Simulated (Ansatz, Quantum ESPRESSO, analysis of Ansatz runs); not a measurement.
# Li2SnF6 (P-31m), V_F hop (2.8 Å): attempt frequency at charge +1, part 2 of 2

Aim: the prefactor of a hop in Li2SnF6 (P-31m) (V_F hop (2.8 Å), charge +1) from the modes of the moving atom at the start and at the top of a path found beforehand. Model: a cell of 72 host atoms with 1 F taken out.

Ansatz 0.2.0; plane-wave PAW DFT, PBEsol; finite-difference force constants of the moving atom alone.

So far. Step 2 (Vibrations of the moving atom at the start point): The three modes are 194, 247 and 468 cm⁻¹: all real, a minimum for this atom with the others held.

## (3) Vibrations of the moving atom at the top of the path

The same at the top, where the mode along the path should be imaginary.

The input, qp1.top.modes/input.yaml:

```yaml
crystal:
  lattice:
    - [9.92600377, 6.0e-08, 0.0]
    - [-4.96300194, 8.59617139, 0.0]
    - [0.0, 0.0, 9.12940559]
  atoms:
    - { symbol: Li, position: [0.33257277, 0.16076927, 0.24692199] }
    - { symbol: Li, position: [0.16388498, 0.3343802, 0.25166682] }
[... 8 atom lines left out ...]
    - { symbol: Li, position: [0.15119075, 0.31950903, 0.7656295] }
[... 2 atom lines left out ...]
    - { symbol: F, position: [0.31675256, 0.30603466, 0.87792848] }
[... 13 atom lines left out ...]
    - { symbol: Li, position: [0.32509098, 0.67587459, 0.74881988] }
[... 4 atom lines left out ...]
    - { symbol: F, position: [0.16239247, 0.49998055, 0.87184679] }
[... 18 atom lines left out ...]
    - { symbol: F, position: [0.50382017, 0.34228005, 0.63217016] }
[... 3 atom lines left out ...]
    - { symbol: Sn, position: [0.48625629, 0.47904874, -0.0151489] }
[... 7 atom lines left out ...]
    - { symbol: Li, position: [0.68080865, 0.84879247, 0.73201517] }
    - { symbol: Sn, position: [0.52206523, 0.51482792, 0.51268927] }
    - { symbol: F, position: [0.6954781, 0.68411795, 0.61917792] }
[... 2 atom lines left out ...]
    - { symbol: F, position: [0.65867902, 0.49688987, 0.86546474] }
    - { symbol: F, position: [0.50063876, 0.83830169, 0.62555082] }
    - { symbol: F, position: [0.43808079, 0.56365564, 0.74896967] }
  symmetry: { detect: false }
total_charge: 1
basis:
  ecutwfc: 420
  xc_grid: 2
hamiltonian:
  xc: pbesol
kpoints:
  mp_grid: { grid: [1, 1, 1], shift: [0.25, 0.25, 0.25] }
scf:
  occupations: { method: fixed }
  max_iter: 120
phonons:
  supercell: [1, 1, 1]
  displaced_sites: [70]
  amplitude: 0.02
```

Command:

```
$ ansatz run input.yaml --threads 16 --pin off --max-ram 26378MiB --backend cpu --events-out ev --progress --plain --runs-dir out
```

Output:

```text
[...]
Crystal: 71 atoms, lattice volume = 778.972 Å³
Basis set: ecut = 420 eV, 15259 PW (Γ), exchange–correlation on 144×144×128 points (8 copies of the dense FFT grid, shifted against one another)
Bands: 315, of which v1, the nominal top of the filled ones, is band 244 counted from 1 (243 counted from 0)
Symmetry: 1 space group operations
k-points: 1
[...]
SCF iter   1: F=—  HF=-88534.246154 eV  |F-HF|=—  |Δ(HF+E_count)|=         —  Δρ=9.88e-3  dr2=5.52e-1  ethr=1.77e-3  ⟨swp⟩=5.0  Hψ=1127  notcnv=0  defer=69
[...]
SCF iter  11: F=-88534.071258 eV  HF=-88534.071258 eV  |F-HF|=7.57e-10  |Δ(HF+E_count)|=   2.91e-9  Δρ=3.71e-7  dr2=9.83e-10  ethr=1.00e-12  ⟨swp⟩=15.0  Hψ=2331  notcnv=0
SCF 1 converged in 11 iterations: F = -88534.071258 eV  dr2 = 9.83e-10
[...]
SCF iter   9: F=-88534.070860 eV  HF=-88534.070860 eV  |F-HF|=1.31e-10  |Δ(HF+E_count)|=  4.80e-10  Δρ=7.64e-8  dr2=5.44e-11  ethr=1.00e-12  ⟨swp⟩=4.0  Hψ=1002  notcnv=0
SCF 2 converged in 9 iterations: F = -88534.070860 eV  dr2 = 5.44e-11
[...]
SCF iter   6: F=-88534.069464 eV  HF=-88534.069464 eV  |F-HF|=2.91e-11  |Δ(HF+E_count)|=  4.37e-11  Δρ=1.17e-7  dr2=7.77e-11  ethr=1.00e-12  ⟨swp⟩=4.0  Hψ=959  notcnv=0
SCF 3 converged in 6 iterations: F = -88534.069464 eV  dr2 = 7.77e-11
[...]
SCF iter   9: F=-88534.070170 eV  HF=-88534.070170 eV  |F-HF|=4.37e-11  |Δ(HF+E_count)|=  6.26e-10  Δρ=7.19e-8  dr2=4.78e-11  ethr=1.00e-12  ⟨swp⟩=5.0  Hψ=978  notcnv=0
SCF 4 converged in 9 iterations: F = -88534.070170 eV  dr2 = 4.78e-11
[...]
SCF iter   6: F=-88534.070548 eV  HF=-88534.070548 eV  |F-HF|=0.00e0  |Δ(HF+E_count)|=  2.91e-11  Δρ=7.64e-8  dr2=3.69e-11  ethr=1.00e-12  ⟨swp⟩=4.0  Hψ=1184  notcnv=0
SCF 5 converged in 6 iterations: F = -88534.070548 eV  dr2 = 3.69e-11
[...]
SCF iter  10: F=-88534.071331 eV  HF=-88534.071331 eV  |F-HF|=4.37e-11  |Δ(HF+E_count)|=  2.18e-10  Δρ=4.45e-8  dr2=1.89e-11  ethr=1.00e-12  ⟨swp⟩=4.0  Hψ=944  notcnv=0
SCF 6 converged in 10 iterations: F = -88534.071331 eV  dr2 = 1.89e-11
[...]
SCF iter   7: F=-88534.071187 eV  HF=-88534.071187 eV  |F-HF|=2.91e-11  |Δ(HF+E_count)|=  8.73e-11  Δρ=6.95e-8  dr2=3.02e-11  ethr=1.00e-12  ⟨swp⟩=4.0  Hψ=944  notcnv=0
SCF 7 converged in 7 iterations: F = -88534.071187 eV  dr2 = 3.02e-11
SCF converged after 11 iterations
Free energy (F): -88534.071258 eV
[...]
Internal energy: -88534.071258 eV  (E = F + TS)
E sigma→0 (E₀):  -88534.071258 eV
Fermi energy:    1.779233 eV
[...]
--- Forces (eV/Å), atoms counted from 1 ---
  atom   1  Li    -0.00330834     0.00359522     0.00049021
  atom   2  Li     0.00462327     0.00232971    -0.00279910
  [... 8 atoms left out ...]
  atom  11  Li     0.00065194     0.00830481    -0.00338691
  [... 2 atoms left out ...]
  atom  14  F      0.00618922    -0.00563793     0.00346253
  [... 13 atoms left out ...]
  atom  28  Li    -0.00457826    -0.00030653     0.00001665
  [... 4 atoms left out ...]
  atom  33  F     -0.00201484    -0.00381651     0.00539862
  [... 22 atoms left out ...]
  atom  56  Sn    -0.01106155    -0.02269968     0.02499139
  [... 7 atoms left out ...]
  atom  64  Li    -0.00817444     0.00512148     0.00232671
  atom  65  Sn     0.00557559    -0.02452553    -0.04183876
  atom  66  F      0.00003961     0.00508740     0.01003968
  [... 3 atoms left out ...]
  atom  70  F      0.00495940     0.00304590    -0.00254468
  atom  71  F      0.03467702    -0.00968608     0.00359389
  max |Σ_I F_I| component: 3.48e-6 eV/Å
--- Band table (eV) ---
[...]
transpose residual: 5.4e-4 eV/Å²
[...]
frequencies among the named sites at Γ of the cell (cm⁻¹): -120.15 267.31 292.73
  unstable modes among the named sites: 1
  frequencies as built, with no sum rule (cm⁻¹): -120.16 267.31 292.72
  zero-point energy: 0.034718 eV/cell   skipped modes (ω ≤ 0): 1, of them read as no rigid motion or as one in doubt: 1 (1.000e0 modes/cell left out, lowest -120.15 cm⁻¹)
[...]
```

The job ended after 35 s (16 threads of Arm Neoverse V2, shared host; peak memory 1.7 GiB; 7.9 min of CPU time).

This step gave:

```
free energy                : -88534.0713 eV
frequencies of moving atom : -120.1, 267.3, 292.7 cm⁻¹ (negative: imaginary)
```

The three modes are 120i, 267 and 293 cm⁻¹: one imaginary, a saddle of first order for this atom with the others held.

## (4) Attempt frequency and hop rate

Analysis of the runs above: harmonic transition-state theory from the moving atom's modes alone (Vineyard), PBEsol.

It gives:

| Quantity | Value |
| --- | --- |
| attempt frequency | 8.598 THz |

Table of hop rate by temperature:

```tsv
temperature (K)	hop rate (1/s)
200	7.0e-9
300	0.0748
400	245
600	8.0e5
800	4.6e7
1000	5.2e8
```

## (5) What came out

```json
{
  "attempt frequency (attempt frequency and hop rate)": "8.60 THz"
}
```

**Reading.** The attempt frequency, the product of the three frequencies at the start over that of the two real ones at the top (Vineyard), is 8.6 THz. With the barrier of 0.84 eV it gives 8.0e+05 hops a second at 600 K along this one path; equivalent neighbouring sites multiply that. The host's atoms were held, though they move along the path too, so the prefactor is rough. Keep in mind: one k-point off the zone centre stands for the whole zone; spin–orbit coupling, which can matter with heavy atoms, is left out.

[Long decimals in the printed logs are rounded to 6 places.]

[Repeated set-up lines and some long k-point lines are left out of the logs, and relaxed atomic positions are cut to six decimals.]

[Logs are printed without paths, hosts, clocks, repeated set-up lines and the standing remarks that a program may print on its own settings, such as how far it seeks lower states.]

[Hosts, paths, dates, database ids (printed as entryN), source tags and the programs' standing remarks are cut or masked in the printed files.]
